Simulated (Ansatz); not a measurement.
# Cu(111) with 4 thermally displaced layers, 2x2: scattering by thermal displacements, part 2 of 2

Aim: the resistivity of Cu at 300 K from frozen thermal displacements between perfect leads. The measured value for the pure metal at this temperature is 1.725 µΩ cm (CRC Handbook of Chemistry and Physics, 84th ed., 2003, Electrical Resistivity of Pure Metals).

Ansatz 0.2.0; Ansatz plane-wave DFT, PBE, PAW files; ballistic transport by layer matching (Landauer), zero bias; PAW set soft_1.

So far, open channels per spin nearest the Fermi level: step 2 (with 4 displaced layers) 3.21.

### Step 3. With 8 displaced layers

Each atom of 8 layers is moved at random, by amounts drawn from a normal law 0.0778 Å wide in each direction from the Debye model (343 K) at 300 K. A fresh draw is used; the growth of the resistance with length is what counts.

System of this step: Cu(111) with 8 thermally displaced layers, 2x2. The cell holds 56 atoms: 56 Cu. Cell: a = 5.112 Å, b = 5.112 Å, c = 29.257 Å, α = 87.5°, β = 92.5°, γ = 120.0°. It derives from Cu. Regions: lead, 24 atoms (24 Cu); scattering region, 32 atoms (32 Cu). The structure is stacked along c, and the current runs across the ab planes.

Input file input.yaml:

```yaml
crystal:
  lattice:
    - [5.1123254594, 0.0, 0.0]
    - [-2.5561627297, 4.4274037203, 0.0]
    - [-1.2780813649, 0.73790062, 29.2193738075]
  atoms:
    - { symbol: Cu, position: [0.005952381, 0.994047619, 0.0357142857] }
    - { symbol: Cu, position: [0.005952381, 0.494047619, 0.0357142857] }
    - { symbol: Cu, position: [0.505952381, 0.994047619, 0.0357142857] }
    - { symbol: Cu, position: [0.505952381, 0.494047619, 0.0357142857] }
    - { symbol: Cu, position: [0.1845238095, 0.3154761905, 0.1071428571] }
    - { symbol: Cu, position: [0.1845238095, 0.8154761905, 0.1071428571] }
    - { symbol: Cu, position: [0.6845238095, 0.3154761905, 0.1071428571] }
    - { symbol: Cu, position: [0.6845238095, 0.8154761905, 0.1071428571] }
    - { symbol: Cu, position: [0.3630952381, 0.1369047619, 0.1785714286] }
    - { symbol: Cu, position: [0.3630952381, 0.6369047619, 0.1785714286] }
    - { symbol: Cu, position: [0.8630952381, 0.1369047619, 0.1785714286] }
    - { symbol: Cu, position: [0.8630952381, 0.6369047619, 0.1785714286] }
    - { symbol: Cu, position: [0.041052737, 0.9681892392, 0.2489882357] }
    - { symbol: Cu, position: [0.0567071025, 0.4757820559, 0.2485516983] }
    - { symbol: Cu, position: [0.5751231383, 0.9863444694, 0.252872166] }
    - { symbol: Cu, position: [0.570030893, 0.476600305, 0.2560010516] }
    - { symbol: Cu, position: [0.2233515039, 0.2795309604, 0.3230339009] }
    - { symbol: Cu, position: [0.1923880804, 0.7528689227, 0.3190808741] }
    - { symbol: Cu, position: [0.7293794587, 0.2887534844, 0.3173391467] }
    - { symbol: Cu, position: [0.6887242682, 0.7742917406, 0.3209280093] }
    - { symbol: Cu, position: [0.4045029912, 0.1124389867, 0.3961280098] }
    - { symbol: Cu, position: [0.4072177864, 0.6124392155, 0.3899419741] }
    - { symbol: Cu, position: [0.8832838882, 0.1050455527, 0.3946263194] }
    - { symbol: Cu, position: [0.9154122027, 0.6112551445, 0.3949444284] }
    - { symbol: Cu, position: [0.0739852733, 0.8921645448, 0.4623315381] }
    - { symbol: Cu, position: [0.0888753988, 0.4337714393, 0.4602608807] }
    - { symbol: Cu, position: [0.5912694934, 0.9150133078, 0.4636670544] }
    - { symbol: Cu, position: [0.5874951806, 0.4364234708, 0.4604710947] }
    - { symbol: Cu, position: [0.271349112, 0.2457473679, 0.5336625619] }
    - { symbol: Cu, position: [0.2322782447, 0.7059368488, 0.5339904779] }
    - { symbol: Cu, position: [0.7523464469, 0.2317374235, 0.5348411928] }
    - { symbol: Cu, position: [0.7545973782, 0.7444447316, 0.5384309799] }
    - { symbol: Cu, position: [0.4321006259, 0.0606704415, 0.6085766038] }
    - { symbol: Cu, position: [0.4633329451, 0.5592277065, 0.6085079889] }
    - { symbol: Cu, position: [0.9226383714, 0.0888196217, 0.6088979806] }
    - { symbol: Cu, position: [0.9538186543, 0.5649013154, 0.6043671279] }
    - { symbol: Cu, position: [0.1328096069, 0.9005265374, 0.6762635754] }
    - { symbol: Cu, position: [0.0945559691, 0.3948705868, 0.6781152235] }
    - { symbol: Cu, position: [0.64720513, 0.8763489339, 0.6771645204] }
    - { symbol: Cu, position: [0.5963909097, 0.3580495441, 0.6762048885] }
    - { symbol: Cu, position: [0.3152589328, 0.2062953571, 0.748380613] }
    - { symbol: Cu, position: [0.2777076037, 0.7182384953, 0.7517522332] }
    - { symbol: Cu, position: [0.7922852156, 0.2013607873, 0.7508132702] }
    - { symbol: Cu, position: [0.7917674974, 0.6960963203, 0.7516565024] }
    - { symbol: Cu, position: [0.4702380952, 0.0297619048, 0.8214285714] }
    - { symbol: Cu, position: [0.4702380952, 0.5297619048, 0.8214285714] }
    - { symbol: Cu, position: [0.9702380952, 0.0297619048, 0.8214285714] }
    - { symbol: Cu, position: [0.9702380952, 0.5297619048, 0.8214285714] }
    - { symbol: Cu, position: [0.1488095238, 0.8511904762, 0.8928571429] }
    - { symbol: Cu, position: [0.1488095238, 0.3511904762, 0.8928571429] }
    - { symbol: Cu, position: [0.6488095238, 0.8511904762, 0.8928571429] }
    - { symbol: Cu, position: [0.6488095238, 0.3511904762, 0.8928571429] }
    - { symbol: Cu, position: [0.3273809524, 0.1726190476, 0.9642857143] }
    - { symbol: Cu, position: [0.3273809524, 0.6726190476, 0.9642857143] }
    - { symbol: Cu, position: [0.8273809524, 0.1726190476, 0.9642857143] }
    - { symbol: Cu, position: [0.8273809524, 0.6726190476, 0.9642857143] }
kpoints:
  mp_grid: { grid: [5, 5, 1] }
hamiltonian:
  xc: pbe
  pseudopotentials: { kind: paw, azcp: { folder: soft_1 } }
scf:
  occupations: { method: fermi_dirac, width: 0.1 }
output:
  transmission:
    leads: [[0, 4]]
    kmesh: [10, 10]
    e_range: [-0.05, 0.05]
    de: 0.05
  write_potential: true
  write_density: true
  volumetric_format: npy
```

Command:

```console
$ ansatz run input.yaml --threads 4 --pin off --max-ram 15360MiB --backend cpu --events-out ev --progress --plain --runs-dir out
```

Numbers of over 12 decimals in the logs are rounded to 6 here.

Log:

```text
[...]
Crystal: 56 atoms, lattice volume = 661.361 Å³
Basis set: ecut = 420 eV, 12983 PW (Γ)
Bands: 639, of which v1, the nominal top of the filled ones, is band 532 counted from 1 (531 counted from 0)
Symmetry: 1 space group operations
[...]
k-points: 13 of 25 (time reversal used)
[...]
SCF iter   1: F=—  HF=-371059.474180 eV  |F-HF|=—  |Δ(HF+E_count)|=         —  Δρ=2.67e-1  dr2=2.82e2  ethr=3.10e-3  ⟨swp⟩=5.0  Hψ=25500  notcnv=0  defer=24
[...]
SCF iter  12: F=-371008.424586 eV  HF=-371008.424586 eV  |F-HF|=8.09e-8  |Δ(HF+E_count)|=   2.96e-8  Δρ=2.17e-6  dr2=7.68e-8  ethr=9.40e-12  ⟨swp⟩=6.2  Hψ=29127  notcnv=0
SCF 1 converged in 12 iterations: F = -371008.424586 eV  dr2 = 7.68e-8
[...]
transmission: 234 of 2340 steps passed
transmission: 468 of 2340 steps passed
[...]
transmission: 2340 of 2340 steps passed
SCF converged after 12 iterations
Free energy (F): -371008.424586 eV
[...]
Internal energy: -371007.712477 eV  (E = F + TS)
E sigma→0 (E₀):  -371008.068531 eV
Entropy (-TS):   -0.712108 eV (-12.716 meV/atom)
Fermi energy:    16.340735 eV
[...]
--- Band table (eV; the first three rows and the last of 13) ---
  k-point 0: bands = [... 528 lower, 16.3249, 16.6142, 16.6491, 16.8379, 16.8549, 16.9287, 16.9471, 17.0947, ... 103 higher]
  k-point 1: bands = [... 528 lower, 16.0855, 16.2068, 16.2262, 16.2448, 16.3207, 16.4238, 16.4623, 16.5250, ... 103 higher]
  k-point 2: bands = [... 528 lower, 16.1302, 16.1692, 16.2049, 16.2874, 16.3355, 16.4333, 16.5829, 16.6127, ... 103 higher]
  k-point 12: bands = [... 528 lower, 15.6380, 15.7300, 16.0328, 16.3907, 16.5145, 16.7470, 16.7877, 16.9854, ... 103 higher]
--- Transmission ---
  basis      : 199 plane waves across, 45 finite elements along
  points     : 52, standing for a mesh of 10 x 10
[...]
channels       : 3.210000e0 a spin
[...]
junction   : crystal 0 to crystal 0, 0.70 to 27.83 Å
    transmission   : 3.044921e0 a spin
[...]
```

Run time: 13 min. Hardware: 4 threads of Arm Neoverse V2, shared host; peak memory 8.4 GiB.

This step gave:

```yaml
free_energy: -371008.4246 eV
energy_at_zero_smearing: -371008.0685 eV
transmission_per_spin_nearest_the_fermi_level: 3.045
step_of_the_lead_s_potential: 3.3 meV
```

Per spin. Table of transmission, zone mean by energy, zero at the Fermi level:

```csv
energy (eV),"transmission, zone mean"
-0.0500,3.02
0.0000,3.04
0.0500,3.06
```

Over the solved energies the transmission per spin lies between 3.02 and 3.06, out of 3.21 channels of the lead on average (up to 3.21).

### Step 4. With 12 displaced layers

Each atom of 12 layers is moved at random, by amounts drawn from a normal law 0.0778 Å wide in each direction from the Debye model (343 K) at 300 K. A fresh draw is used; the growth of the resistance with length is what counts.

System of this step: Cu(111) with 12 thermally displaced layers, 2x2. The cell holds 72 atoms: 72 Cu. Cell: a = 5.112 Å, b = 5.112 Å, c = 37.568 Å, α = 90.0°, β = 90.0°, γ = 120.0°. It derives from Cu. Regions: lead, 24 atoms (24 Cu); scattering region, 48 atoms (48 Cu). The structure is stacked along c, and the current runs across the ab planes.

Input file input.yaml:

```yaml
crystal:
  lattice:
    - [5.1123254594, 0.0, 0.0]
    - [-2.5561627297, 4.4274037203, 0.0]
    - [0.0, 0.0, 37.567766324]
  atoms:
    - { symbol: Cu, position: [0.0, 0.0, 0.0277777778] }
    - { symbol: Cu, position: [0.0, 0.5, 0.0277777778] }
    - { symbol: Cu, position: [0.5, 0.0, 0.0277777778] }
    - { symbol: Cu, position: [0.5, 0.5, 0.0277777778] }
    - { symbol: Cu, position: [0.1666666667, 0.3333333333, 0.0833333333] }
    - { symbol: Cu, position: [0.1666666667, 0.8333333333, 0.0833333333] }
    - { symbol: Cu, position: [0.6666666667, 0.3333333333, 0.0833333333] }
    - { symbol: Cu, position: [0.6666666667, 0.8333333333, 0.0833333333] }
    - { symbol: Cu, position: [0.3333333333, 0.1666666667, 0.1388888889] }
    - { symbol: Cu, position: [0.3333333333, 0.6666666667, 0.1388888889] }
    - { symbol: Cu, position: [0.8333333333, 0.1666666667, 0.1388888889] }
    - { symbol: Cu, position: [0.8333333333, 0.6666666667, 0.1388888889] }
    - { symbol: Cu, position: [0.9564965615, 0.9773560104, 0.1938152565] }
    - { symbol: Cu, position: [0.9881231098, 0.4795474671, 0.1951249848] }
    - { symbol: Cu, position: [0.52002093, 0.007923472, 0.1949092786] }
    - { symbol: Cu, position: [0.5161526049, 0.5071048211, 0.1920794115] }
    - { symbol: Cu, position: [0.1749272328, 0.3560177622, 0.2476451082] }
    - { symbol: Cu, position: [0.1641965843, 0.8264976928, 0.2481408834] }
    - { symbol: Cu, position: [0.6521653426, 0.3351079468, 0.2506528564] }
    - { symbol: Cu, position: [0.6586667006, 0.8079310397, 0.2494022309] }
    - { symbol: Cu, position: [0.3469090152, 0.1832989992, 0.306947823] }
    - { symbol: Cu, position: [0.3556215385, 0.6859397915, 0.3072612889] }
    - { symbol: Cu, position: [0.821441234, 0.1676862547, 0.3040791725] }
    - { symbol: Cu, position: [0.7823394864, 0.6371389082, 0.3098801623] }
    - { symbol: Cu, position: [0.9633090713, 0.9606135323, 0.3599003192] }
    - { symbol: Cu, position: [0.0227336979, 0.4992102392, 0.3619559501] }
    - { symbol: Cu, position: [0.495156567, 0.9985379367, 0.3637334029] }
    - { symbol: Cu, position: [0.5113520436, 0.4984848406, 0.3629569973] }
    - { symbol: Cu, position: [0.1810877826, 0.329483299, 0.4172256028] }
    - { symbol: Cu, position: [0.1646628303, 0.8215935423, 0.4190492875] }
    - { symbol: Cu, position: [0.6586842372, 0.3224512716, 0.4131973317] }
    - { symbol: Cu, position: [0.6608141547, 0.8601300631, 0.4143064378] }
    - { symbol: Cu, position: [0.3366434757, 0.1602171039, 0.4732808042] }
    - { symbol: Cu, position: [0.335677831, 0.6530298669, 0.4716179856] }
    - { symbol: Cu, position: [0.835850979, 0.1686788982, 0.4721631994] }
    - { symbol: Cu, position: [0.8340958566, 0.6777233386, 0.4749489677] }
    - { symbol: Cu, position: [0.0017219149, 0.9869981552, 0.528597495] }
    - { symbol: Cu, position: [0.0049842499, 0.5081093144, 0.5315970846] }
    - { symbol: Cu, position: [0.4966440486, 0.9997979478, 0.5259422271] }
    - { symbol: Cu, position: [0.4906050917, 0.4900018789, 0.531089847] }
    - { symbol: Cu, position: [0.1662677369, 0.3232865944, 0.5873278382] }
    - { symbol: Cu, position: [0.1540261162, 0.8484628987, 0.5854372241] }
    - { symbol: Cu, position: [0.6731044556, 0.3287457386, 0.583065452] }
    - { symbol: Cu, position: [0.6683459945, 0.8471421026, 0.5785118554] }
    - { symbol: Cu, position: [0.3268902597, 0.1693358323, 0.6376857248] }
    - { symbol: Cu, position: [0.3035490099, 0.6624009546, 0.6373254963] }
    - { symbol: Cu, position: [0.8577819217, 0.1912145065, 0.6390325241] }
    - { symbol: Cu, position: [0.8021857594, 0.6632202219, 0.6369757036] }
    - { symbol: Cu, position: [0.0252323781, 0.0297134106, 0.6951016012] }
    - { symbol: Cu, position: [0.0442656671, 0.526605818, 0.6958864425] }
    - { symbol: Cu, position: [0.4887475701, 0.003669482, 0.6916719735] }
    - { symbol: Cu, position: [0.5196065106, 0.5041937569, 0.6975474898] }
    - { symbol: Cu, position: [0.1572121243, 0.3016380354, 0.7516306938] }
    - { symbol: Cu, position: [0.1989040717, 0.8651153533, 0.7482903681] }
    - { symbol: Cu, position: [0.6567276666, 0.3370558778, 0.7481191129] }
    - { symbol: Cu, position: [0.6395609994, 0.8165993212, 0.7556511592] }
    - { symbol: Cu, position: [0.3179094574, 0.1510142347, 0.8048686509] }
    - { symbol: Cu, position: [0.3473189792, 0.6912128542, 0.8077294923] }
    - { symbol: Cu, position: [0.8481986865, 0.1692518876, 0.8060919086] }
    - { symbol: Cu, position: [0.8128419495, 0.6419985504, 0.8099845674] }
    - { symbol: Cu, position: [0.0, 0.0, 0.8611111111] }
    - { symbol: Cu, position: [0.0, 0.5, 0.8611111111] }
    - { symbol: Cu, position: [0.5, 0.0, 0.8611111111] }
    - { symbol: Cu, position: [0.5, 0.5, 0.8611111111] }
    - { symbol: Cu, position: [0.1666666667, 0.3333333333, 0.9166666667] }
    - { symbol: Cu, position: [0.1666666667, 0.8333333333, 0.9166666667] }
    - { symbol: Cu, position: [0.6666666667, 0.3333333333, 0.9166666667] }
    - { symbol: Cu, position: [0.6666666667, 0.8333333333, 0.9166666667] }
    - { symbol: Cu, position: [0.3333333333, 0.1666666667, 0.9722222222] }
    - { symbol: Cu, position: [0.3333333333, 0.6666666667, 0.9722222222] }
    - { symbol: Cu, position: [0.8333333333, 0.1666666667, 0.9722222222] }
    - { symbol: Cu, position: [0.8333333333, 0.6666666667, 0.9722222222] }
kpoints:
  mp_grid: { grid: [5, 5, 1] }
hamiltonian:
  xc: pbe
  pseudopotentials: { kind: paw, azcp: { folder: soft_1 } }
scf:
  occupations: { method: fermi_dirac, width: 0.1 }
output:
  transmission:
    leads: [[0, 4]]
    kmesh: [10, 10]
    e_range: [-0.05, 0.05]
    de: 0.05
  write_potential: true
  write_density: true
  volumetric_format: npy
```

Log:

```text
[...]
Crystal: 72 atoms, lattice volume = 850.321 Å³
Basis set: ecut = 420 eV, 16727 PW (Γ)
Bands: 821, of which v1, the nominal top of the filled ones, is band 684 counted from 1 (683 counted from 0)
Symmetry: 1 space group operations
[...]
k-points: 13 of 25 (time reversal used)
[...]
SCF iter   1: F=—  HF=-477075.391402 eV  |F-HF|=—  |Δ(HF+E_count)|=         —  Δρ=2.66e-1  dr2=3.61e2  ethr=3.10e-3  ⟨swp⟩=4.8  Hψ=31647  notcnv=0  defer=47
[...]
SCF iter  13: F=-477010.027477 eV  HF=-477010.027477 eV  |F-HF|=1.04e-8  |Δ(HF+E_count)|=   2.68e-8  Δρ=1.04e-6  dr2=1.55e-8  ethr=7.31e-12  ⟨swp⟩=7.2  Hψ=37699  notcnv=0
SCF 1 converged in 13 iterations: F = -477010.027477 eV  dr2 = 1.55e-8
[...]
transmission: 315 of 3120 steps passed
transmission: 630 of 3120 steps passed
[...]
transmission: 3120 of 3120 steps passed
SCF converged after 13 iterations
Free energy (F): -477010.027477 eV
[...]
Internal energy: -477009.195290 eV  (E = F + TS)
E sigma→0 (E₀):  -477009.611383 eV
Entropy (-TS):   -0.832186 eV (-11.558 meV/atom)
Fermi energy:    16.321302 eV
[...]
--- Band table (eV; the first three rows and the last of 13) ---
  k-point 0: bands = [... 680 lower, 16.3863, 16.7741, 16.7866, 16.8063, 16.8159, 16.8488, 16.8603, 17.0936, ... 133 higher]
  k-point 1: bands = [... 680 lower, 16.0361, 16.1404, 16.2070, 16.3056, 16.3529, 16.4332, 16.4731, 16.4911, ... 133 higher]
  k-point 2: bands = [... 680 lower, 16.1328, 16.1732, 16.2116, 16.2619, 16.3131, 16.3475, 16.3744, 16.4531, ... 133 higher]
  k-point 12: bands = [... 680 lower, 15.8519, 15.9704, 15.9848, 16.3264, 16.3446, 16.8141, 16.8253, 16.9331, ... 133 higher]
--- Transmission ---
  basis      : 199 plane waves across, 60 finite elements along
  points     : 52, standing for a mesh of 10 x 10
[...]
channels       : 3.210000e0 a spin
[...]
junction   : crystal 0 to crystal 0, 0.70 to 36.18 Å
    transmission   : 2.917879e0 a spin
[...]
```

It took 25 min on 4 threads; peak memory 7.4 GiB.

Numbers from this step:

| Property | Result |
| --- | --- |
| free energy | -477010.0275 eV |
| energy at zero smearing | -477009.6114 eV |
| Fermi energy | 16.32 eV |
| transmission per spin nearest the Fermi level | 2.918 |
| step of the lead's potential | 2.6 meV |

Per spin. Table of transmission, zone mean by energy, zero at the Fermi level:

```
energy (eV)  transmission, zone mean
    -0.0500                     2.88
     0.0000                     2.92
     0.0500                     2.92
```

Over the solved energies the transmission per spin lies between 2.88 and 2.92, out of 3.21 channels of the lead on average (up to 3.21).

### Step 5. The fit

This step: Ansatz plane-wave DFT, PBE, PAW files; ballistic transport by layer matching (Landauer), zero bias; resistivity from the slope of the area resistance; PAW set soft_1 (Ansatz 0.2.0).

This step gave:

| Item | Value |
| --- | --- |
| resistivity | 4.363 µΩ cm |
| intercept | -0.01704 fΩ m² |
| scatter about the fit | 0.003775 fΩ m² |

Resistance, by row:

| run | length (Å) | T | channels N | RA (fΩ m²) |
| --- | --- | --- | --- | --- |
| n4 | 8.348 | 3.134 | 3.21 | 0.02205 |
| n8 | 16.7 | 3.041 | 3.21 | 0.05047 |
| n12 | 25.05 | 2.907 | 3.21 | 0.09491 |

Area resistance against length of the displaced region:

```
length of the displaced region (Å)  area resistance (fΩ m²)
                              8.35                   0.0221
                             16.70                   0.0505
                             25.05                   0.0949
```

The area resistance goes from 0.022 to 0.095 fΩ m² between 8.3 and 25.0 Å, a slope of 4.4 µΩ cm.

By hand from the end points: (0.09491 − 0.02205) fΩ m² / (25.05 − 8.35) Å = 4.4 µΩ cm, since 1 fΩ m² per Å is 1000 µΩ cm.

### Step 6. Summary of results

```yaml
resistivity_from_the_slope: 4.36 µΩ cm
area_resistance_over_8p35_a: 0.0221 fΩ m²
area_resistance_over_16p7_a: 0.0505 fΩ m²
area_resistance_over_25p0_a: 0.0949 fΩ m²
```

In words: The slope gives 4.4 µΩ cm. The points scatter by 0.0038 fΩ m² about the line, with one random draw a length in a 2x2 cell, so the slope is a rough value. The mean square of the displacements drawn is 0.78, 0.91 and 1.0 of the nominal one at the three lengths; with each resistance scaled back by that, the slope is 3.9 µΩ cm, the value used below. Read with a model of isotropic scattering on a spherical Fermi surface and the lead's 1.1×10¹⁵ S/m², this slope means a mean free path near 211 Å; over these lengths the model's slope is 1.19 times its bulk resistivity, which would be 3.2 µΩ cm. Uncorrelated displacements put too much weight on short waves, which scatter strongly; with the sideways repeat of a small cell, one draw and three short lengths, the method is good to a factor of two or three. The measured value is 1.725 µΩ cm (CRC Handbook of Chemistry and Physics, 84th ed., 2003, Electrical Resistivity of Pure Metals); the scaled slope is 2.2 times that and the corrected value 1.9: clearly high.

[Logs are printed without paths, hosts, clocks, repeated set-up lines and the standing remarks that a program may print on its own settings, such as how far it seeks lower states.]

[Hosts, paths, dates, database ids (printed as entryN), source tags and the programs' standing remarks are cut or masked in the printed files.]
